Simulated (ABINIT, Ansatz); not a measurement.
**How the form of the self-energy moves the gap of PNO (Cc)**

How much does the gap of PNO (Cc) depend on the approximation to the self-energy?

Calculated with ABINIT 10.8.3; LDA and many-body steps on it, plane waves.

## 1. Starting point

Symmetry: Cc, No. 9, monoclinic system. The conventional cell has a = 6.556 Å, b = 6.572 Å, c = 4.620 Å, α = 90.00°, β = 130.96°, γ = 90.00°. Nearest to P lie 2 N at 1.55 Å and 2 O at 1.60 Å. N has 2 P at 1.55 Å nearest. Nearest to O lie 2 P at 1.60 Å. Farther neighbours and most contacts between anions are not listed.

The cell and positions are those that the Materials Project relaxed with its own functionals (PBE, PBE+U or r2SCAN), kept fixed.

## 2. Empty states on the mesh, 2×2×4 mesh, 150 bands

This step: ABINIT 10.8.3; DFT, LDA, plane waves, norm-conserving pseudopotentials.

The sums over transitions need many empty states on a uniform mesh; this step solves for them.

run.abi

```
acell 3*1.0 Angstrom
rprim 
  3.278002254000 -3.286113380400 0.000000000000
  3.278002254000 3.286113380400 0.000000000000
  -3.028551860300 0.000000000000 3.488865954800
ntypat 3
znucl 15 7 8
natom 6
typat 1 1 2 2 3 3
xred 
  0.730409600000 0.010313920000 0.000167090000
  0.010313920000 0.730409600000 0.500167090000
  0.742864730000 0.382544620000 0.249632690000
  0.382544620000 0.742864730000 0.749632690000
  0.883089610000 0.000777520000 0.750200220000
  0.000777520000 0.883089610000 0.250200220000
pp_dirpath "pseudos"
pseudos "P.upf, N.upf, O.upf"
ecut 36
ngkpt 2 2 4
nshiftk 1
shiftk 0 0 0
kptopt 1
chksymbreak 0
iscf -2
irdden 1
istwfk *1
nband 150
nbdbuf 12
tolwfr 1e-09
nstep 60
prtvol 0
indata_prefix "in"
outdata_prefix "out"
tmpdata_prefix "tmp"
```

Run with:

```bash
OMP_NUM_THREADS=1 mpirun -n 4 abinit run.abi > log
```

Numbers of over 12 decimals in the logs are rounded to 6 here.

What it wrote:

```text
.Version 10.8.3 of ABINIT. v10.8.2 released Aug 2026.

 Symmetries : space group Cc (#  9); Bravais mC (1-face-center monocl.)
[... echo of the input left out ...]
== DATASET  1 ==================================================================
-   mpi_nproc: 4, omp_nthreads: 1 (-1 if OMP is not activated)

--- !DatasetInfo
iteration_state: {dtset: 1, }
dimensions: {natom: 6, nkpt: 9, mband: 150, nsppol: 1, nspinor: 1, nspden: 1, mpw: 5252, }
cutoff_energies: {ecut:  36.0, pawecutdg:  -1.0, }
[...]
2.61169    2.61357    2.64988    2.65323    2.66884    2.68213    2.69809    2.70208
   2.72235    2.74374    2.76926    2.77112    2.79389    2.79885    2.84312    2.84834
   2.86835    2.87133    2.89522    2.90061    2.92729    2.93079
 prteigrs : prtvol=0 or 1, do not print more k-points.

== END DATASET(S) ==============================================================
================================================================================

 -outvars: echo values of variables after computation  --------
            nband         150
             nkpt           9
          spgroup           9
 [... the other variables as echoed above ...]

 Calculation completed.
```

Wall time 2.1 min (4 MPI ranks of Arm Neoverse N1, shared host); peak memory 0.4 GiB.

Numbers from this step:

| Item | Value |
| --- | --- |
| gap | 5.021 eV |
| k of the valence top | 0.5, 0.5, 0 |
| k of the conduction bottom | 0, 0, 0 |
| least direct gap | 5.560 eV |
| k points computed | 9 |
| lowest point of the top converged band, above the valence top | 72.5722 eV |

On this mesh the gap is 5.021 eV.

The density comes from a self-consistent run that is not shown.

## 3. Screening, 2×2×4 mesh, 65 bands, screening to 114.3 eV

The RPA dielectric matrix is built and inverted for each q.

This step: RPA screening on LDA, plane waves, norm-conserving pseudopotentials.

run.abi, as its differences from that of step 2:

```diff
@@ -24,10 +24,11 @@
 chksymbreak 0
-iscf -2
-irdden 1
 istwfk *1
-nband 150
-nbdbuf 12
-tolwfr 1e-09
-nstep 60
-prtvol 0
+occopt 1
+irdwfk 1
+optdriver 3
+nband 65
+ecuteps 4.2
+inclvkb 2
+awtr 1
+symchi 1
 indata_prefix "in"
```

What it wrote:

```text
.Version 10.8.3 of ABINIT. v10.8.2 released Aug 2026.

 Symmetries : space group Cc (#  9); Bravais mC (1-face-center monocl.)
[... echo of the input left out ...]
== DATASET  1 ==================================================================
-   mpi_nproc: 4, omp_nthreads: 1 (-1 if OMP is not activated)

--- !DatasetInfo
iteration_state: {dtset: 1, }
dimensions: {natom: 6, nkpt: 9, mband: 65, nsppol: 1, nspinor: 1, nspden: 1, mpw: 5252, }
cutoff_energies: {ecut:  36.0, pawecutdg:  -1.0, }
electrons: {nelect:   3.20000000E+01, charge:   0.00000000E+00, occopt:   1.00000000E+00, tsmear:   1.00000000E-02, }

 SCREENING: Calculation of the susceptibility and dielectric matrices

 Based on a program developped by R.W. Godby, V. Olevano, G. Onida, and L. Reining.
 Incorporated in ABINIT by V. Olevano, G.-M. Rignanese, and M. Torrent.
.Using double precision arithmetic ; gwpc =  8

[... cell and pseudopotentials left out ...]
--------------------------------------------------------------------------------

 ==== K-mesh for the wavefunctions ====
 Number of points in the irreducible wedge :     9
[... list of points left out ...]
 Together with  2 symmetry operations and time-reversal symmetry
 yields    16 points in the full Brillouin Zone.

 ==== Q-mesh for the screening function ====
 Number of points in the irreducible wedge :     9
[... list of points left out ...]
 Together with  2 symmetry operations and time-reversal symmetry
 yields    16 points in the full Brillouin Zone.

 setmesh: FFT mesh size selected  =    27x   27x   24
          total number of points  =        17496

 vcoul_init : cutoff-mode = AUXILIARY_FUNCTION
 q-points for optical limit:   1
     1)      0.000010    0.000020    0.000030

- screening: taking advantage of time-reversal symmetry
- Maximum band index for partially occupied states nbvw = 16
- Remaining bands to be divided among processors   nbcw = 49
- Number of bands treated by each node ~12

 Number of electrons calculated from density =   32.0000; Expected =   32.0000
 average of density, n =  0.063088
 r_s =    1.5583
 omega_plasma =   24.2287 [eV]

 calculating chi0 at frequencies [eV] :
  1    0.000000E+00    0.000000E+00
  2    0.000000E+00    2.422865E+01

--------------------------------------------------------------------------------
  q-point number  1        q = ( 0.000000, 0.000000, 0.000000) [r.l.u.]
--------------------------------------------------------------------------------
[... chi0 elements left out ...]
 For q-point:  0.000010 0.000020 0.000030
  dielectric constant =   3.2360
  dielectric constant without local fields =   3.5209

  Average fulfillment of the sum rule on Im[epsilon] for q-point    1 :     44.46  [%]
[... wings left out ...]
  q-point number  2        q = ( 0.500000, 0.000000, 0.000000) [r.l.u.]
--------------------------------------------------------------------------------
[... chi0 elements left out ...]
  Average fulfillment of the sum rule on Im[epsilon] for q-point    2 :     54.66  [%]

 [... 7 further q-points ...]
```

It took 28 s on 4 MPI ranks; peak memory 0.76 GiB; 1.9 min of CPU time.

This step gave:

- ε∞ with local fields, on this mesh, along the program's q direction: 3.236
- the same without local fields: 3.521
- plasma frequency: 24.23 eV
- plane waves in the screening matrix: 199

Local fields lower ε∞ by 8 %. On a Γ-centred mesh this coarse the value itself is usually too large, while a short band sum pulls it down.

## 4. G0W0, Godby-Needs plasmon pole

The self-energy is evaluated for the states that the input lists, and the levels follow from it, in one-shot runs by the linearised quasiparticle equation.

This step: G0W0 on LDA, plane waves, norm-conserving pseudopotentials.

run.abi, as its differences from that of step 3:

```diff
@@ -27,8 +27,17 @@
 irdwfk 1
-optdriver 3
+optdriver 4
 nband 65
+gwcalctyp 0
+ecutsigx 36
+symsigma 1
+nkptgw 2
+kptgw 
+  0.5000000000 0.5000000000 0.0000000000
+  0.0000000000 0.0000000000 0.0000000000
+bdgw 
+  15 18
+  15 18
 ecuteps 4.2
-inclvkb 2
-awtr 1
-symchi 1
+irdscr 1
+ppmodel 1
 indata_prefix "in"
```

What it wrote:

```text
.Version 10.8.3 of ABINIT. v10.8.2 released Aug 2026.

 Symmetries : space group Cc (#  9); Bravais mC (1-face-center monocl.)
[... echo of the input left out ...]
== DATASET  1 ==================================================================
-   mpi_nproc: 4, omp_nthreads: 1 (-1 if OMP is not activated)

--- !DatasetInfo
iteration_state: {dtset: 1, }
dimensions: {natom: 6, nkpt: 9, mband: 65, nsppol: 1, nspinor: 1, nspden: 1, mpw: 5252, }
cutoff_energies: {ecut:  36.0, pawecutdg:  -1.0, }
electrons: {nelect:   3.20000000E+01, charge:   0.00000000E+00, occopt:   1.00000000E+00, tsmear:   1.00000000E-02, }

 SIGMA: Calculation of the GW corrections

 Based on a program developped by R.W. Godby, V. Olevano, G. Onida, and L. Reining.
 Incorporated in ABINIT by V. Olevano, G.-M. Rignanese, and M. Torrent.
.Using double precision arithmetic ; gwpc =  8

[... cell and pseudopotentials left out ...]
--------------------------------------------------------------------------------

 ==== K-mesh for the wavefunctions ====
 Number of points in the irreducible wedge :     9
[... list of points left out ...]
 Together with  2 symmetry operations and time-reversal symmetry
 yields    16 points in the full Brillouin Zone.

 ==== Q-mesh for screening function ====
 Number of points in the irreducible wedge :     9
[... list of points left out ...]
 Together with  2 symmetry operations and time-reversal symmetry
 yields    16 points in the full Brillouin Zone.

 vcoul_init : cutoff-mode = AUXILIARY_FUNCTION
 q-points for optical limit:   1
     1)      0.000010    0.000020    0.000030
 setmesh: FFT mesh size selected  =    45x   45x   36
          total number of points  =        72900

 Number of electrons calculated from density =   32.0000; Expected =   32.0000
 average of density, n =  0.063088
 r_s =    1.5583
 omega_plasma =   24.2287 [eV]

 === KS Band Gaps ===
  >>>> For spin  1
   Minimum direct gap =   5.5601 [eV], located at k-point      :   0.0000  0.0000  0.0000
   Fundamental gap    =   5.0215 [eV], Top of valence bands at :   0.5000  0.5000  0.0000
                                       Bottom of conduction at :   0.0000  0.0000  0.0000
 SIGMA fundamental parameters:
 PLASMON POLE MODEL  1
 number of plane-waves for SigmaX                 5209
 number of plane-waves for SigmaC and W            199
 number of plane-waves for wavefunctions          5209
 number of bands                                    65
 number of independent spin polarizations            1
 number of spinorial components                      1
 number of k-points in IBZ                           9
 number of q-points in IBZ                           9
 number of symmetry operations                       2
 number of k-points in BZ                           16
 number of q-points in BZ                           16
 number of frequencies for dSigma/dE                 9
 frequency step for dSigma/dE [eV]                0.25
 number of omega for Sigma on real axis              0
 max omega for Sigma on real axis  [eV]           0.00
 zcut for avoiding poles [eV]                     0.10

 EPSILON^-1 parameters (SCR file):
 dimension of the eps^-1 matrix on file            199
 dimension of the eps^-1 matrix used               199
 number of plane-waves for wavefunctions          5209
 number of bands                                    65
 number of q-points in IBZ                           9
 number of frequencies                               2
 number of real frequencies                          1
 number of imag frequencies                          1

 matrix elements of self-energy operator (all in [eV])

 Perturbative Calculation

--- !SelfEnergy_ee
iteration_state: {dtset: 1, }
kpoint     : [   0.500,    0.500,    0.000, ]
spin       : 1
KS_gap     :    5.743
QP_gap     :    8.101
Delta_QP_KS:    2.357
data: !SigmaeeData |
     Band     E0 <VxcDFT>   SigX SigC(E0)      Z dSigC/dE  Sig(E)    E-E0       E
       15   1.395 -16.439 -20.301   3.410   0.813  -0.230 -16.807  -0.368   1.027
       16   2.000 -17.206 -21.165   3.575   0.809  -0.235 -17.517  -0.311   1.689
       17   7.743 -13.690  -7.854  -3.394   0.838  -0.194 -11.644   2.046   9.789
       18   9.003 -13.272  -7.324  -3.531   0.836  -0.195 -11.250   2.023  11.026

--- !SelfEnergy_ee
iteration_state: {dtset: 1, }
kpoint     : [   0.000,    0.000,    0.000, ]
spin       : 1
KS_gap     :    5.560
QP_gap     :    7.854
Delta_QP_KS:    2.294
data: !SigmaeeData |
     Band     E0 <VxcDFT>   SigX SigC(E0)      Z dSigC/dE  Sig(E)    E-E0       E
       15   1.407 -16.901 -20.988   3.590   0.812  -0.232 -17.305  -0.404   1.004
       16   1.461 -16.630 -20.779   3.617   0.811  -0.234 -17.061  -0.431   1.030
       17   7.021 -12.331  -6.984  -3.144   0.846  -0.183 -10.468   1.863   8.884
       18   7.447 -12.883  -7.584  -3.332   0.846  -0.182 -11.218   1.666   9.113

== END DATASET(S) ==============================================================
================================================================================

 -outvars: echo values of variables after computation  --------
           etotal      0.0000000000E+00
            nband          65
             nkpt           9
          spgroup           9
 [... the other variables as echoed above ...]

 Calculation completed.
```

Wall time 9.1 s (4 MPI ranks); peak memory 0.64 GiB; 36 s of CPU time.

This step gave:

| Item | Value |
| --- | --- |
| G0W0 gap on the points computed | 7.195 eV |
| starting gap on the mesh | 5.021 eV |
| k of the valence top | 0.5, 0.5, 0 |
| k of the conduction bottom | 0, 0, 0 |
| Z at the valence top | 0.809 |
| Z at the conduction bottom | 0.846 |
| least direct G0W0 gap on the computed points | 7.854 eV |

The gap on the mesh goes from 5.02 eV to 7.20 eV, a correction of +2.17 eV.

## 5. G0W0, von der Linden-Horsch plasmon pole

run.abi, as its differences from that of step 4:

```diff
@@ -41,3 +41,3 @@
 irdscr 1
-ppmodel 1
+ppmodel 3
 indata_prefix "in"
```

What it wrote:

```text
.Version 10.8.3 of ABINIT. v10.8.2 released Aug 2026.

 Symmetries : space group Cc (#  9); Bravais mC (1-face-center monocl.)
[... echo of the input left out ...]
== DATASET  1 ==================================================================
-   mpi_nproc: 4, omp_nthreads: 1 (-1 if OMP is not activated)

--- !DatasetInfo
iteration_state: {dtset: 1, }
dimensions: {natom: 6, nkpt: 9, mband: 65, nsppol: 1, nspinor: 1, nspden: 1, mpw: 5252, }
cutoff_energies: {ecut:  36.0, pawecutdg:  -1.0, }
electrons: {nelect:   3.20000000E+01, charge:   0.00000000E+00, occopt:   1.00000000E+00, tsmear:   1.00000000E-02, }

 SIGMA: Calculation of the GW corrections

 Based on a program developped by R.W. Godby, V. Olevano, G. Onida, and L. Reining.
 Incorporated in ABINIT by V. Olevano, G.-M. Rignanese, and M. Torrent.
.Using double precision arithmetic ; gwpc =  8

[... cell and pseudopotentials left out ...]
--------------------------------------------------------------------------------

 ==== K-mesh for the wavefunctions ====
 Number of points in the irreducible wedge :     9
[... list of points left out ...]
 Together with  2 symmetry operations and time-reversal symmetry
 yields    16 points in the full Brillouin Zone.

 ==== Q-mesh for screening function ====
 Number of points in the irreducible wedge :     9
[... list of points left out ...]
 Together with  2 symmetry operations and time-reversal symmetry
 yields    16 points in the full Brillouin Zone.

 vcoul_init : cutoff-mode = AUXILIARY_FUNCTION
 q-points for optical limit:   1
     1)      0.000010    0.000020    0.000030
 setmesh: FFT mesh size selected  =    45x   45x   36
          total number of points  =        72900

 Number of electrons calculated from density =   32.0000; Expected =   32.0000
[...]
number of omega for Sigma on real axis              0
 max omega for Sigma on real axis  [eV]           0.00
 zcut for avoiding poles [eV]                     0.10

 EPSILON^-1 parameters (SCR file):
 dimension of the eps^-1 matrix on file            199
 dimension of the eps^-1 matrix used               199
 number of plane-waves for wavefunctions          5209
 number of bands                                    65
 number of q-points in IBZ                           9
 number of frequencies                               2
 number of real frequencies                          1
 number of imag frequencies                          1

 matrix elements of self-energy operator (all in [eV])

 Perturbative Calculation

--- !SelfEnergy_ee
iteration_state: {dtset: 1, }
kpoint     : [   0.500,    0.500,    0.000, ]
spin       : 1
KS_gap     :    5.743
QP_gap     :    8.249
Delta_QP_KS:    2.506
data: !SigmaeeData |
     Band     E0 <VxcDFT>   SigX SigC(E0)      Z dSigC/dE  Sig(E)    E-E0       E
       15   1.395 -16.439 -20.301   3.244   0.872  -0.146 -16.978  -0.540   0.855
       16   2.000 -17.206 -21.165   3.456   0.869  -0.150 -17.643  -0.437   1.563
       17   7.743 -13.690  -7.854  -3.513   0.891  -0.123 -11.621   2.069   9.812
[...]
--- !SelfEnergy_ee
iteration_state: {dtset: 1, }
kpoint     : [   0.000,    0.000,    0.000, ]
spin       : 1
KS_gap     :    5.560
QP_gap     :    7.984
Delta_QP_KS:    2.424
data: !SigmaeeData |
     Band     E0 <VxcDFT>   SigX SigC(E0)      Z dSigC/dE  Sig(E)    E-E0       E
[...]
17   7.021 -12.331  -6.984  -3.302   0.896  -0.115 -10.498   1.833   8.855
       18   7.447 -12.883  -7.584  -3.453   0.897  -0.115 -11.228   1.656   9.103

== END DATASET(S) ==============================================================
================================================================================

 -outvars: echo values of variables after computation  --------
           etotal      0.0000000000E+00
            nband          65
             nkpt           9
          spgroup           9
 [... the other variables as echoed above ...]

 Calculation completed.
```

Wall time 6.8 s (4 MPI ranks); peak memory 0.63 GiB.

This step gave:

```
G0W0 gap on the points computed              : 7.292 eV
starting gap on the mesh                     : 5.021 eV
k of the valence top                         : 0.5, 0.5, 0
k of the conduction bottom                   : 0, 0, 0
Z at the valence top                         : 0.869
Z at the conduction bottom                   : 0.896
least direct G0W0 gap on the computed points : 7.984 eV
```

Against G0W0 in ABINIT (2×2×4 mesh, 65 bands, screening to 114.3 eV, Godby-Needs plasmon pole), the gap moves by +0.097 eV.

## 6. G0W0, Engel-Farid plasmon pole

run.abi, as its differences from that of step 5:

```diff
@@ -41,3 +41,3 @@
 irdscr 1
-ppmodel 3
+ppmodel 4
 indata_prefix "in"
```

What it wrote:

```text
.Version 10.8.3 of ABINIT. v10.8.2 released Aug 2026.

 Symmetries : space group Cc (#  9); Bravais mC (1-face-center monocl.)
[... echo of the input left out ...]
== DATASET  1 ==================================================================
-   mpi_nproc: 4, omp_nthreads: 1 (-1 if OMP is not activated)

--- !DatasetInfo
iteration_state: {dtset: 1, }
dimensions: {natom: 6, nkpt: 9, mband: 65, nsppol: 1, nspinor: 1, nspden: 1, mpw: 5252, }
cutoff_energies: {ecut:  36.0, pawecutdg:  -1.0, }
[...]
Band     E0 <VxcDFT>   SigX SigC(E0)      Z dSigC/dE  Sig(E)    E-E0       E
[...]
17   7.021 -12.331  -6.984  -3.206   0.861  -0.161 -10.487   1.844   8.865
       18   7.447 -12.883  -7.584  -3.379   0.862  -0.160 -11.227   1.657   9.104

== END DATASET(S) ==============================================================
================================================================================

 -outvars: echo values of variables after computation  --------
           etotal      0.0000000000E+00
            nband          65
             nkpt           9
          spgroup           9
 [... the other variables as echoed above ...]

 Calculation completed.
```

It took 6.8 s on 4 MPI ranks; peak memory 0.63 GiB; 27 s of CPU time.

This step gave:

```yaml
g0w0_gap_on_the_points_computed: 7.235 eV
starting_gap_on_the_mesh: 5.021 eV
k_of_the_valence_top: 0.5, 0.5, 0
k_of_the_conduction_bottom: 0, 0, 0
least_direct_g0w0_gap_on_the_computed_points: 7.901 eV
```

Against G0W0 in ABINIT (2×2×4 mesh, 65 bands, screening to 114.3 eV, Godby-Needs plasmon pole), the gap moves by +0.040 eV.

[end of part 1 of 2]

[Paths, hosts, dates, memory and timing lines, banners, echoed tables and standing remarks are left out of the program output.]

[Logs are printed without paths, hosts, clocks, repeated set-up lines and the standing remarks that a program may print on its own settings, such as how far it seeks lower states.]

[Runs of the session that timed out or met a known fault of the program may be left out.]

[No measured gap is set beside runs whose start may be inverted or whose files or cutoffs have a known fault.]

[Hosts, paths, dates, database ids (printed as entryN), source tags and the programs' standing remarks are cut or masked in the printed files.]

[G0W0 gaps are taken among the corrected bands and points alone; a level outside them can change the order at an edge.]

[Where Ansatz stands beside ABINIT at settings called matched, ABINIT's density can come from a denser mesh and the files from another edition; pairs whose starting gaps differed by over 0.03 eV were left out, so agreement reads better than it is.]
